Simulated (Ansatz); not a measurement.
# Fe wire along [100], 2 atoms a period: bands by functional and under strain

What gap, if any, does the Fe wire along [100], 2 atoms a period have, and how does it change with the functional and under strain?

Calculated with Ansatz 0.2.0; DFT PBE, plane waves, PAW; relaxation of a wire's period, in the first sound run; inputs show where later runs differ.

This is a report of a sequence of runs, with most program output left out.

### 1. The structure

The cell holds 2 atoms: 2 Fe. Its edges and angles: a = 8.215 Å, b = 8.215 Å, c = 2.830 Å, α = 90.0°, β = 90.0°, γ = 90.0°. Vacuum lies along a and b. The structure's axis is c.

### 2. The relaxed wire

Band widths follow the bond lengths, so the wire is relaxed first. The atoms and the third cell vector are free; the box across stays fixed as vacuum. Moments are seeded so that a magnetic state can form if it lies lower. A Fermi-Dirac smearing is set since the result may be a metal. The pressure printed is a third of the stress's trace over the whole box, vacuum included; only the stress along the axis is relaxed.

Input file input.yaml:

```yaml
crystal:
  lattice:
    - [8.215, 0.0, 0.0]
    - [0.0, 8.215, 0.0]
    - [0.0, 0.0, 2.83]
  atoms:
    - { symbol: Fe, position: [0.413877054, 0.413877054, 0.0], spin: 2.4 }
    - { symbol: Fe, position: [0.586122946, 0.586122946, 0.5], spin: 2.4 }
magnetization:
  spin_polarized: true
kpoints:
  mp_grid: { grid: [1, 1, 29] }
scf:
  occupations: { method: fermi_dirac, width: 0.05 }
hamiltonian:
  xc: pbe
relax:
  cell: { fix: [a, b, alpha, beta, gamma] }
  max_steps: 60
```

Started as:

```console
> ansatz run input.yaml --threads 8 --pin off --max-ram 16384MiB --backend cpu --events-out ev --progress --plain --runs-dir out
```

The job ended after 8.1 s (8 threads of Arm Neoverse V1, shared host; peak memory 0.6 GiB).

Step by step:

```
step  energy less that of the first step (eV)  largest force component (eV/Å)  pressure (GPa)  volume (Å³)
   1                                   0.0000                          1.1866           -2.31       190.99
   2                                  -0.3496                          0.5427           -1.27       181.54
   3                                  -0.4519                          0.3801            0.26       172.40
   4                                  -0.4670                          0.0022           -0.03       170.53
  5*                                  -0.4651                          0.0016           -0.02       170.53
```

Relaxation steps marked * repeat the geometry before them on a plane-wave basis chosen anew for their cell, so energy and pressure can jump there.

The run keeps the 8 symmetry operations that it works with, so distortions that break them were not tested.

```
cell as run  before  after   change
      c (Å)   2.830  2.527  -10.7 %
```

The atoms that moved most (Å, along periodic axes as changes of fractional coordinates times the final cell, across vacuum about the mean position):

```
atom      dx      dy     dz  length
 Fe1   0.054   0.054  0.000   0.076
 Fe2  -0.054  -0.054  0.000   0.076
```

Final coordinates:

```xyz
2
Lattice="8.2150 0.0000 0.0000 0.0000 8.2150 0.0000 0.0000 0.0000 2.5269" Properties=species:S:1:pos:R:3
Fe    3.4537    3.4537    0.0000
Fe    4.7613    4.7613    1.2634
```

Numbers from this step:

```
energy at zero smearing    : -8956.4536 eV
total moment               : 6.347 μB
absolute moment            : 6.604 μB
cell length along the wire : 2.527 Å
```

Site moment by atom:

```
atom  site moment (μB)
 Fe1              2.80
 Fe2              2.80
```

The cell's length comes to 2.527 Å with an absolute moment of 6.60 μB a cell.

### 3. The wire at its relaxed period

This step: DFT PBE, plane waves, PAW; channels and complex bands of a perfect wire (Ansatz 0.2.0).

At the relaxed period the Bloch states of the perfect wire are found at each energy: those that move forward count the open channels, and those that decay describe how a disturbance dies away inside the wire itself. An energy step of 0.035 eV is under the 0.039 eV that the program asks for its thermal average at 300 K.

Input file input.yaml:

```yaml
crystal:
  lattice:
    - [8.215, 0.0, 0.0]
    - [0.0, 8.215, 0.0]
    - [0.0, 0.0, 2.5268661172]
  atoms:
    - { symbol: Fe, position: [0.420409805, 0.420409805, 0.0], spin: 2.8 }
    - { symbol: Fe, position: [0.579590195, 0.579590195, 0.5], spin: 2.8 }
magnetization:
  spin_polarized: true
kpoints:
  mp_grid: { grid: [1, 1, 32] }
  band_path: { path: ["Γ", Z], npoints: 50 }
scf:
  occupations: { method: fermi_dirac, width: 0.05 }
hamiltonian:
  xc: pbe
output:
  transmission:
    e_range: [-2, 2]
    de: 0.035
    kmesh: [1, 1]
    reduced_basis: true
    leads: [[0, 0]]
  dos: { e_range: [-5, 4] }
  write_potential: true
  write_density: true
  volumetric_format: npy
  elf: true
```

The job ended after 46 s (8 threads; peak memory 1.2 GiB; 4.8 min of CPU time).

This step gave:

| Quantity | Value |
| --- | --- |
| energy at zero smearing | -8956.4517 eV |
| total moment | 6.335 μB |
| absolute moment | 6.597 μB |
| channels at the energy nearest the Fermi level, spin up | 2 |
| channels at the energy nearest the Fermi level, spin down | 3 |
| conductance of the lead as this run defines it | 2.508 G₀ |
| band gap | 0 eV |

The open channels of the lead by energy, zero at the Fermi level:

```
energy (eV)  spin up  spin down
     -2.000        7          2
     -1.895        6          2
     -1.790        4          2
     -1.685        5          2
     -1.615        5          2
     -1.510        3          0
     -1.405        3          0
     -1.300        1          0
     -1.195        2          0
     -1.090        2          3
     -0.985        3          1
     -0.915        3          1
     -0.810        3          3
     -0.705        3          3
     -0.600        3          3
     -0.495        3          4
     -0.390        2          4
     -0.285        2          4
     -0.215        2          4
     -0.110        2          4
     -0.005        2          3
      0.100        2          3
      0.205        2          3
      0.310        2          3
      0.415        2          3
      0.485        2          3
      0.590        2          6
      0.695        2          5
      0.800        3          7
      0.905        3          6
      1.010        3          7
      1.115        3          5
      1.185        3          6
      1.290        3          4
      1.395        3          6
      1.500        3          6
      1.605        3          3
      1.710        4          4
      1.815        4          4
      1.885        4          4
```

Spin up; the slowest values at each energy, most degenerate partners merged, listed up to 1.5 1/Å. Table of Im kz of the slowest decaying states by energy, zero at the Fermi level:

```
energy (eV)  decay 1 (Å⁻¹)  decay 2 (Å⁻¹)  decay 3 (Å⁻¹)  decay 4 (Å⁻¹)
    -2.0000          0.290          0.453           1.08           1.22
    -1.7550         0.0642          0.286          0.300          0.309
    -1.5100          0.208          0.250          0.263          0.612
    -1.2650         0.0118         0.0933          0.121          0.181
    -0.9850          0.212          0.359          0.784          0.861
    -0.7400          0.261          0.462          0.768          0.981
    -0.4950          0.281          0.535          0.768           1.03
    -0.2500          0.139          0.281          0.594          0.771
    -0.0050          0.206          0.266          0.643          0.772
     0.2400          0.234          0.238          0.686          0.768
     0.4850          0.180          0.252          0.723          0.757
     0.7650          0.250          0.735          0.762          0.846
     1.0100          0.232          0.708          0.792          0.809
     1.2550          0.198          0.672          0.771          0.820
     1.5000          0.134          0.631          0.733          0.845
     1.7450          0.582          0.694          0.869          0.922
```

Spin down; the slowest values at each energy, most degenerate partners merged, listed up to 1.5 1/Å. Im kz of the slowest decaying states against energy, zero at the Fermi level:

```
energy (eV)  decay 1 (Å⁻¹)  decay 2 (Å⁻¹)  decay 3 (Å⁻¹)  decay 4 (Å⁻¹)
    -2.0000          0.328          0.718          0.795          0.889
    -1.7550          0.248          0.628          0.739          0.802
    -1.5100         0.0513          0.299          0.511          0.675
    -1.2650          0.134          0.313          0.321          0.503
    -0.9850          0.107          0.302          0.309          0.489
    -0.7400          0.293          0.349          0.468          0.829
    -0.4950          0.263          0.510          0.763          0.877
    -0.2500          0.214          0.511          0.687          0.827
    -0.0050         0.0953          0.190          0.484          0.596
     0.2400          0.130          0.189          0.430          0.481
     0.4850         0.0586         0.0753          0.301          0.335
     0.7650          0.157          0.398          0.832          0.835
     1.0100          0.072          0.185          0.798          0.808
     1.2550          0.123          0.156          0.247          0.764
     1.5000          0.239          0.500          0.740          0.775
     1.7450          0.302          0.413          0.641          0.727
```

Electronic bands along the path, in eV, zero at the Fermi level:

```
  point  up 18  up 19  up 20  up 21  down 12  down 13  down 14  down 15
      Γ  -1.27  -1.05  -0.40   0.76    -0.52    -0.10     0.54     0.61
halfway  -1.54  -1.23   0.60   2.83    -0.71    -0.22    -0.11     0.50
      Z  -1.43   2.18   2.18   5.33    -1.08     1.03     1.03     1.09
```

Spin density in the ca plane at fractional y = 0.420, with atoms of Fe within 0.2 Å of it.

Ten even steps from '_' (0.0 e/Å³) to '@' (6.3 e/Å³), each cell a mean:
```
__________________________
__________________________
__________________________
__________________________
__________________________
__________________________
__________________________
__________________________
__________________________
__________________________
__________________________
__________________________
==--..________________..--
@@##--..____________..--##
**==::________________::==
....____________________..
__________________________
__________________________
__________________________
__________________________
__________________________
__________________________
__________________________
__________________________
```
Columns run along c (2.5 Å), rows up along a (8.2 Å). Atoms in or near the plane, at fractional coordinates: Fe at (0.00, 0.42).

Valence density in the ca plane at fractional y = 0.420, with atoms of Fe within 0.2 Å of it. It is the smooth field of the valence electrons, not physical close to the nuclei.

Ten steps, logarithmic in the rise over the least value, from '_' (0 e/Å³) to '@' (30 e/Å³), each cell a mean:
```
__________________________
__________________________
__________________________
__________________________
__________________________
__________________________
__________________________
__________________________
__________________________
__________________________
..........................
==----::............::----
%%##**==::........::==**##
@@@@##++--........--++##@@
@@%%##==::........::==##%%
++++==::............::==++
........____________......
__________________________
__________________________
__________________________
__________________________
__________________________
__________________________
__________________________
```
Columns run along c (2.5 Å), rows up along a (8.2 Å). Atoms in or near the plane, at fractional coordinates: Fe at (0.00, 0.42).

Electrostatic potential energy in the ca plane at fractional y = 0.420, with atoms of Fe within 0.2 Å of it. With pseudopotentials it is smooth inside the atoms' cores, unlike the true potential.

Ten even steps from '_' (-50 eV) to '@' (3 eV), each cell a mean:
```
@@@@@@@@@@@@@@@@@@@@@@@@@@
@@@@@@@@@@@@@@@@@@@@@@@@@@
@@@@@@@@@@@@@@@@@@@@@@@@@@
@@@@@@@@@@@@@@@@@@@@@@@@@@
@@@@@@@@@@@@@@@@@@@@@@@@@@
@@@@@@@@@@@@@@@@@@@@@@@@@@
@@@@@@@@@@@@@@@@@@@@@@@@@@
@@@@@@@@@@@@@@@@@@@@@@@@@@
@@@@@@@@@@@@@@@@@@@@@@@@@@
@@@@@@@@@@@@@@@@@@@@@@@@@@
%%%%%%@@@@@@@@@@@@@@@@%%%%
====++##%%@@@@@@@@%%##++==
____..--**%%%%%%%%**--..__
______..++##%%%%##++..____
______::++%%%%%%%%++::____
::::==**%%%%@@@@%%%%**==::
####%%%%@@@@@@@@@@@@%%%%##
@@@@@@@@@@@@@@@@@@@@@@@@@@
@@@@@@@@@@@@@@@@@@@@@@@@@@
@@@@@@@@@@@@@@@@@@@@@@@@@@
@@@@@@@@@@@@@@@@@@@@@@@@@@
@@@@@@@@@@@@@@@@@@@@@@@@@@
@@@@@@@@@@@@@@@@@@@@@@@@@@
@@@@@@@@@@@@@@@@@@@@@@@@@@
```
Columns run along c (2.5 Å; values clipped at the 3rd and 97th percentile), rows up along a (8.2 Å). Atoms in or near the plane, at fractional coordinates: Fe at (0.00, 0.42).

By hand: the program gives 2.8798 × 10^14 S/m² over the cell's cross-section of 67.49 Å² = 6.749 × 10^-19 m², so one cell conducts 1.943 × 10^-4 S. Divided by G0 = 2e²/h = 7.748 × 10^-5 S this is 2.51 G0, a resistance of 5.15 kΩ.

At the computed energy nearest the Fermi level there are 2 spin-up and 3 spin-down channels, and the thermal average gives 2.51 G₀.

### 4. Another level of theory, level LDA, cutoff 420 eV

This step: DFT LDA, plane waves, PAW; bands of a perfect wire at the PBE geometry (Ansatz 0.2.0).

The atoms stay at the PBE geometry and the functional changes. At fixed atoms LDA and the gradient-corrected functionals usually give like bands; this run checks that. Against the first PBE run of this kind, the mesh along the wire has 24 points against 32.

input.yaml, the sections that differ from step 3:

```yaml
kpoints:
  mp_grid: { grid: [1, 1, 24] }
  band_path: { path: ["Γ", Z], npoints: 50 }
hamiltonian:
  xc: lda
# crystal, magnetization, scf: as in step 3
# output: removed
```

The job ended after 2.8 s (8 threads; peak memory 0.51 GiB).

This step gave:

* energy at zero smearing: -8834.1869 eV
* total moment: 6.299 μB
* absolute moment: 6.445 μB

Electronic bands along the path, in eV, zero at the Fermi level:

```
  point  up 18  up 19  up 20  up 21  down 12  down 13  down 14  down 15
      Γ  -1.12  -0.88  -0.29   0.83    -0.58    -0.04     0.42     0.48
halfway  -1.36  -1.09   0.74   2.91    -0.72    -0.22    -0.15     0.46
      Z  -1.29   2.23   2.23   5.46    -1.05     0.93     0.93     1.07
```

Bands cross the Fermi level, as under PBE at the relaxed period, with an absolute moment of 6.45 μB a cell.

### 5. Levels at the same atoms, level PBEsol, cutoff 420 eV

This step: DFT PBEsol, plane waves, PAW; bands of a perfect wire at the PBE geometry (Ansatz 0.2.0).

Changes to input.yaml since step 4:

```diff
@@ -16,2 +16,2 @@
 hamiltonian:
-  xc: lda
+  xc: pbesol
```

The job ended after 2.8 s (8 threads; peak memory 0.53 GiB; 19 s of CPU time).

Bands cross the Fermi level, as under PBE at the relaxed period, with an absolute moment of 6.58 μB a cell.

For the absolute moment, step 4 gave 6.45 μB; this run, with PBEsol PBE, gives 6.58 μB (+2 %).

### 6. Another level of theory, level r2SCAN, cutoff 500 eV

This step: DFT r2SCAN, plane waves, PAW; bands of a perfect wire at the PBE geometry (Ansatz 0.2.0).

The atoms stay at the PBE geometry and the functional changes. r2SCAN also reads the kinetic-energy density; it often gives larger moments and wider gaps than PBE, at a higher cost. Against the first PBE run of this kind, the cutoff is 500 eV against 420 and the mesh along the wire has 24 points against 32.

Changes to input.yaml since step 5:

```diff
@@ -16,2 +16,2 @@
 hamiltonian:
-  xc: pbesol
+  xc: r2scan
```

Elapsed: 28 s, on 8 threads; peak memory 1 GiB; 3.4 min of CPU time.

Electronic bands along the path, in eV, zero at the Fermi level:

```
  point  up 19  up 20  up 21  up 22  down 12  down 13  down 14  down 15
      Γ  -1.73  -1.37   0.56   1.43    -0.46    -0.16     0.72     1.01
halfway  -2.21   0.03   2.66   3.58    -0.67    -0.32     0.09     0.74
      Z   1.82   1.82   5.19   5.19    -1.22     1.17     1.17     1.32
```

Bands cross the Fermi level, as under PBE at the relaxed period, with an absolute moment of 7.21 μB a cell.

For the absolute moment, step 4 gave 6.45 μB; this run, with r2SCAN PBE and cutoff 500 eV, gives 7.21 μB (+12 %).

### 7. Levels at the same atoms, level PBE, no spin, cutoff 420 eV

This step: DFT PBE, plane waves, PAW; bands of a perfect wire at the PBE geometry (Ansatz 0.2.0).

The same atoms without spin show what the magnetic order does to the bands. Against the first PBE run of this kind, the mesh along the wire has 24 points against 32.

input.yaml, the sections that differ from step 6:

```yaml
crystal:
  lattice:
    - [8.215, 0.0, 0.0]
    - [0.0, 8.215, 0.0]
    - [0.0, 0.0, 2.5268661172]
  atoms:
    - { symbol: Fe, position: [0.420409805, 0.420409805, 0.0] }
    - { symbol: Fe, position: [0.579590195, 0.579590195, 0.5] }
hamiltonian:
  xc: pbe
# kpoints, scf: as in step 6
# magnetization: removed
```

Wall time 1.2 s (8 threads); peak memory 0.47 GiB; 7.5 s of CPU time.

The electronic bands at the labelled points (eV, zero at the Fermi level):

```
  point  band 13  band 14  band 15  band 16  band 17  band 18  band 19  band 20
      Γ    -1.10    -0.64    -0.18    -0.13    -0.04     0.05     0.56     1.16
halfway    -1.12    -0.90    -0.56    -0.28     0.03     0.32     0.32     1.63
      Z    -0.05    -0.05     0.02     0.02     0.10     0.10     3.12     3.12
```

Bands cross the Fermi level, as under PBE at the relaxed period.

### 8. At a strained period, period over the relaxed period 0.94, k-mesh 1×1×26

This step: DFT PBE, plane waves, PAW; relaxation at a fixed period (Ansatz 0.2.0).

The period is set to 0.94 times the relaxed one and the atoms relax within it: strain changes bond lengths and angles, which shifts the bands against each other. Against the first PBE run of this kind, the mesh along the wire has 26 points against 32.

The cell differs from the one that the last finished run ended in (c 2.527 → 2.375 Å).

Input file input.yaml:

```yaml
crystal:
  lattice:
    - [8.215, 0.0, 0.0]
    - [0.0, 8.215, 0.0]
    - [0.0, 0.0, 2.3752541501]
  atoms:
    - { symbol: Fe, position: [0.420409805, 0.420409805, 0.0], spin: 2.8 }
    - { symbol: Fe, position: [0.579590195, 0.579590195, 0.5], spin: 2.8 }
magnetization:
  spin_polarized: true
kpoints:
  mp_grid: { grid: [1, 1, 26] }
  band_path: { path: ["Γ", Z], npoints: 50 }
scf:
  occupations: { method: fermi_dirac, width: 0.05 }
hamiltonian:
  xc: pbe
relax:
  max_steps: 40
  f_tol: 0.02
output:
  stress: true
```

It took 6.2 s on 8 threads; peak memory 0.54 GiB; 42 s of CPU time.

Relaxation path:

```
step  energy less that of the first step (eV)  largest force component (eV/Å)
   1                                   0.0000                          0.5036
   2                                  -0.0177                          0.4297
   3                                  -0.0680                          0.0986
   4                                  -0.0689                          0.0662
   5                                  -0.0696                          0.0026
```

Forces are held to the 8 operations that the run works with; a distortion that breaks them can't arise in this run.

The atoms that moved most (Å):

```
atom      dx      dy     dz  length
 Fe1  -0.060  -0.060  0.000   0.085
 Fe2   0.060   0.060  0.000   0.085
```

The relaxed structure:

```cif
data_structure
_symmetry_space_group_name_H-M 'P 1'
_symmetry_Int_Tables_number 1
_cell_length_a 8.2150
_cell_length_b 8.2150
_cell_length_c 2.3753
_cell_angle_alpha 90.000
_cell_angle_beta 90.000
_cell_angle_gamma 90.000
_cell_volume 160.30
loop_
_atom_site_label
_atom_site_type_symbol
_atom_site_fract_x
_atom_site_fract_y
_atom_site_fract_z
_atom_site_occupancy
Fe1 Fe 0.41309 0.41309 0.00000 1
Fe2 Fe 0.58691 0.58691 0.50000 1
```

Numbers from this step:

```
energy at zero smearing : -8956.4092 eV
total moment            : 6.199 μB
absolute moment         : 6.430 μB
```

[end of part 1 of 2]

[Logs are printed without paths, hosts, clocks, repeated set-up lines and the standing remarks that a program may print on its own settings, such as how far it seeks lower states.]

[Hosts, paths, dates, database ids (printed as entryN), source tags and the programs' standing remarks are cut or masked in the printed files.]
